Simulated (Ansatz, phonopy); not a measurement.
# Grüneisen parameters and expansion of CdSe (F-43m), part 2 of 2

Which modes of CdSe drive its thermal expansion? The starting cell is a computed one from a database.

Ansatz 0.2.0; DFT LDA, scalar-relativistic, plane waves, PAW.

So far. Step 11 (Lattice dynamics at this volume, V/V0 1.03): No mode is imaginary beyond numerical noise at the solved wavevectors. The highest zone-centre mode (no LO–TO term) moved by -5.2 % for a volume change of +3.0 %. Step 12 (A cell at another volume, V/V0 0.97): The run ends at a pressure of 1.89 GPa.

## Step 13: Lattice dynamics at this volume, V/V0 0.97

File input.yaml:

```yaml
crystal:
  lattice:
    - [0.0, 2.9735557133, 2.9735557133]
    - [2.9735557133, 0.0, 2.9735557133]
    - [2.9735557133, 2.9735557133, 0.0]
  atoms:
    - { symbol: Cd, position: [0.0, 0.0, 0.0] }
    - { symbol: Se, position: [0.75, 0.75, 0.75] }
kpoints:
  mp_grid: { grid: [12, 12, 12] }
hamiltonian:
  xc: lda
scf:
  occupations: { method: fixed }
output:
  eigenvalues: true
phonons:
  method: dfpt
  dielectric: true
  rigid_motions: translations
  qmesh: [4, 4, 4]
  temperatures: { t_max: 1000, t_step: 50 }
  qpath:
    path:
      - [[0.0, 0.0, 0.0], [-0.5, -0.5, 0.0], [-0.375, -0.375, 0.25]]
      - [[-0.375, 0.0, 0.375], [0.0, 0.0, 0.0], [0.0, 0.0, 0.5], [-0.5, -0.25, 0.25], [-0.5, -0.5, 0.0]]
    npoints: 10
```

Started as:

```bash
> ansatz run input.yaml --threads 4 --pin off --max-ram 8192MiB --backend cpu --events-out ev --progress --plain --runs-dir out
```

The job ended after 6.8 min (4 threads of Arm Neoverse V2, shared host; peak memory 4.1 GiB).

LO-TO term included. The phonon branches at the labelled points (cm⁻¹):

```tsv
point	branch 1	branch 2	branch 3	branch 4	branch 5	branch 6
Γ	0	0	0	185	185	213
halfway	36	36	95	194	194	207
X	36	36	149	187	203	203
halfway	36	44	146	184	202	206
U	37	54	140	183	200	211
jump to K	37	54	140	183	200	211
halfway	29	50	96	190	195	207
Γ	0	0	0	185	185	213
halfway	26	26	89	189	189	209
L	29	29	128	193	193	202
halfway	39	52	128	187	197	209
W	48	57	138	178	204	211
halfway	42	47	144	182	203	207
X	36	36	149	187	203	203
```

No mode is imaginary beyond numerical noise at the solved wavevectors. The highest zone-centre mode (no LO–TO term) moved by +5.5 % for a volume change of -3.0 %.

## Step 14: Single point at a scaled cell, V/V0 1.05

The cell differs from the one that the last finished run ended in (a 4.205 → 4.318 Å, b 4.205 → 4.318 Å, c 4.205 → 4.318 Å).

input.yaml, the sections that differ from step 13:

```yaml
crystal:
  lattice:
    - [0.0, 3.0531532342, 3.0531532342]
    - [3.0531532342, 0.0, 3.0531532342]
    - [3.0531532342, 3.0531532342, 0.0]
  atoms:
    - { symbol: Cd, position: [0.0, 0.0, 0.0] }
    - { symbol: Se, position: [0.75, 0.75, 0.75] }
output:
  forces: true
  stress: true
  eigenvalues: true
# kpoints, hamiltonian, scf: as in step 13
# phonons: removed
```

Wall time 1.6 s (4 threads); peak memory 0.41 GiB.

The run ends at a pressure of -2.53 GPa.

## Step 15: Phonons, V/V0 1.05

input.yaml, the sections that differ from step 14:

```yaml
output:
  eigenvalues: true
phonons:
  method: dfpt
  dielectric: true
  rigid_motions: translations
  qmesh: [4, 4, 4]
  temperatures: { t_max: 1000, t_step: 50 }
  qpath:
    path:
      - [[0.0, 0.0, 0.0], [-0.5, -0.5, 0.0], [-0.375, -0.375, 0.25]]
      - [[-0.375, 0.0, 0.375], [0.0, 0.0, 0.0], [0.0, 0.0, 0.5], [-0.5, -0.25, 0.25], [-0.5, -0.5, 0.0]]
    npoints: 10
# crystal, kpoints, hamiltonian, scf: as in step 14
```

It took 6.8 min on 4 threads; peak memory 4.3 GiB.

LO-TO term included. Phonon branches along the path, in cm⁻¹:

```tsv
point	branch 1	branch 2	branch 3	branch 4	branch 5	branch 6
Γ	0	0	0	160	160	190
halfway	42	42	85	166	166	186
X	48	48	135	166	173	173
halfway	48	53	133	164	173	178
U	47	59	126	162	171	182
jump to K	47	59	126	162	171	182
halfway	34	52	88	164	168	184
Γ	0	0	0	160	160	190
halfway	31	31	82	163	163	187
L	38	38	121	166	166	176
halfway	47	57	118	165	169	181
W	54	63	124	158	174	182
halfway	51	55	130	161	174	179
X	48	48	135	166	173	173
```

No mode is imaginary beyond numerical noise at the solved wavevectors. The highest zone-centre mode (no LO–TO term) moved by -8.5 % for a volume change of +5.0 %.

## Step 16: How the modes move with volume

This step: DFT LDA, scalar-relativistic, plane waves, PAW (phonopy 4.10.0).

This step gave:

```
share of modes with a negative Grüneisen parameter : 0.333
```

Mean Grüneisen, by row:

```tsv
T (K)	heat-capacity-weighted mean	root mean square
50	-0.861	1.919
100	0.022	1.827
200	0.315	1.804
300	0.371	1.8
500	0.4	1.798
800	0.41	1.797
```

Mean mode Grueneisen parameter against wavenumber:

```tsv
wavenumber (cm⁻¹)	mean mode Grueneisen parameter
3.4	-
10.2	-2.28
17.0	-1.98
23.8	-1.75
30.6	-1.98
37.4	-2.35
44.2	-2.31
51.0	-1.43
57.8	-1.17
64.6	1.11
71.4	1.07
78.2	1.18
85.0	1.14
91.8	1.08
98.6	1.14
105.4	1.12
112.2	1.06
119.0	1.1
125.8	1.13
132.6	1.29
139.4	1.26
146.2	-
153.0	-
159.8	-
166.6	-
173.4	1.55
180.2	1.76
187.0	1.9
193.8	1.73
200.6	1.67
```

Volume series, by row:

```tsv
V/V0	V (Å³/atom)	pressure (GPa)	E - E0 (meV/atom)	gap (eV)	zero-point energy (meV/atom)	lowest on the path (cm⁻¹)	highest at Gamma without the LO-TO term (cm⁻¹)
0.97	26.29	1.889	4.643	0.465	24.58	0	184.7
0.985	26.7	0.901	1.121	0.435	24.13	0	179.8
1	27.11	-0.006	0	0.405	23.69	0	175
1.015	27.51	-0.838	1.085	0.375	23.25	0	170.4
1.03	27.92	-1.603	4.199	0.346	22.81	0	165.9
1.05	28.46	-2.525	11.21	0.308	22.24	0	160
```

The optical frequency at Gamma without the LO-TO term, mode 4 by V/V0:

```tsv
V/V0	optical frequency at Gamma without the LO-TO term, mode 4 (cm⁻¹)
0.9700	185
0.9850	180
1.0000	175
1.0150	170
1.0300	166
1.0500	160
```

Grüneisen at points, by row:

```tsv
point	branch	frequency (cm⁻¹)	mode Grüneisen parameter
Γ	4	175	1.79
Γ	6	204.2	1.4
X	1	41.5	-3.94
X	3	143.7	1.23
X	4	178.6	1.44
X	5	191.2	1.96
U	1	42	-3.29
U	2	56.3	-1.33
U	3	134.4	1.26
U	4	174.6	1.51
U	5	188.4	1.95
U	6	199.7	1.84
K	1	42	-3.29
K	2	56.3	-1.33
K	3	134.4	1.26
K	4	174.6	1.51
K	5	188.4	1.95
K	6	199.7	1.84
L	1	33.6	-3.55
L	3	125.5	0.67
L	4	182.4	1.91
L	6	191.5	1.69
W	1	50.7	-1.73
W	2	60.2	-1.34
W	3	132.7	1.36
W	4	170.5	1.49
W	5	192.4	1.95
W	6	199.5	1.83
```

## Step 17: Free-energy fit

This step gave:

| Property | Result |
| --- | --- |
| volume expansion coefficient at 300 K | 11.16 1e-6/K |
| isothermal bulk modulus at 300 K | 53.33 GPa |
| C_P at 300 K | 24.06 J/mol-atom/K |
| Grüneisen parameter at 300 K | 0.406 |

Table of energy (each curve on its own zero) by volume; values in meV/atom:

```tsv
volume (Å³/atom)	static	F at 0 K	F at 300 K	F at 900 K
26.292	4.64	5.77	5.96	8.1
26.699	1.12	1.8	2.13	3.87
27.105	0	0.24	0.53	1.5
27.512	1.09	0.88	0.99	0.91
27.919	4.2	3.56	3.37	1.99
28.461	11.2	10	9.27	5.89
```

Phonopy-qha, vinet fit of F(V) at each temperature; no electronic free energy. Qha vinet, by row:

```tsv
T (K)	fitted volume (Å³/atom)	alpha_V (1e-6/K)	B_T (GPa)	C_P (J/mol-atom/K)	Grueneisen
100	27.17	0.77	56.3	18.42	0.03842
150	27.18	6.14	55.57	21.6	0.2591
200	27.19	8.72	54.82	22.97	0.3415
250	27.2	10.19	54.08	23.67	0.3821
300	27.21	11.16	53.33	24.06	0.4063
350	27.23	11.9	52.59	24.31	0.423
400	27.25	12.5	51.86	24.48	0.4358
450	27.26	13.04	51.13	24.59	0.4463
500	27.28	13.53	50.41	24.68	0.4555
550	27.3	14	49.7	24.75	0.4638
600	27.32	14.46	48.99	24.81	0.4717
650	27.34	14.91	48.29	24.86	0.4792
700	27.36	15.36	47.61	24.9	0.4865
750	27.38	15.82	46.93	24.94	0.4937
800	27.4	16.28	46.26	24.97	0.5008
850	27.43	16.74	45.6	25.01	0.5079
```

The volume expansion coefficient, phonopy-qha, Vinet by temperature:

```tsv
temperature (K)	volume expansion coefficient, phonopy-qha, Vinet (1e-6/K)
75	-3.84
100	0.77
125	3.98
150	6.14
175	7.64
225	9.54
250	10.2
275	10.7
300	11.2
325	11.6
350	11.9
375	12.2
400	12.5
425	12.8
450	13.0
500	13.5
525	13.8
550	14
575	14.2
600	14.5
625	14.7
650	14.9
675	15.1
700	15.4
725	15.6
775	16.0
800	16.3
825	16.5
850	16.7
875	17.0
```

The fit gives a volume expansion of 11.2 × 10⁻⁶/K at 300 K.

## Step 18: Outcome

| Property | Result |
| --- | --- |
| volume expansion coefficient at 300 K | 11.16 1e-6/K |
| isothermal bulk modulus at 300 K | 53.33 GPa |
| C_P at 300 K | 24.06 J/mol-atom/K |
| Grüneisen parameter at 300 K | 0.406 |
| mean mode Grüneisen parameter at 300 K | 0.371 |

**Reading.** Near room temperature CdSe expands by 11.2 × 10⁻⁶/K in volume by LDA, with C_P = 24.1 J/(mol K) per mole of atoms and B_T = 53.3 GPa. C_P at room temperature is 96 % of the classical 3R an atom. The heat-capacity-weighted Grüneisen parameter goes from -0.861 at 50 K to 0.41 at 800 K; 33 % of the modes stiffen on expansion. Weighting γ by the density of states and each mode's heat capacity at 300 K, the lowest third of the frequency range (cuts at 70 and 140 cm⁻¹) pulls the cell inward, while the rest pushes it outward. Among the labelled points γ is largest for branch 5 at X (191 cm⁻¹, 2.0) and most negative for branch 1 at X (41.5 cm⁻¹, -3.9). The log warns that the k-mesh is coarse for the response calculation and asks for a check on a denser one. The interpolation has no quadrupole term, so branches near the zone centre are less sure, since this crystal has sites that are not centres of inversion. The PAW files were made for PBE and are used here under another functional, for which the program regenerates the frozen cores.

[Logs are printed without paths, hosts, clocks, repeated set-up lines and the standing remarks that a program may print on its own settings, such as how far it seeks lower states.]

[Hosts, paths, dates, database ids (printed as entryN), source tags and the programs' standing remarks are cut or masked in the printed files.]

[A step with changed settings may run another functional than the one named; its input shows which.]

[Of the runs on displaced cells, only some may be shown.]
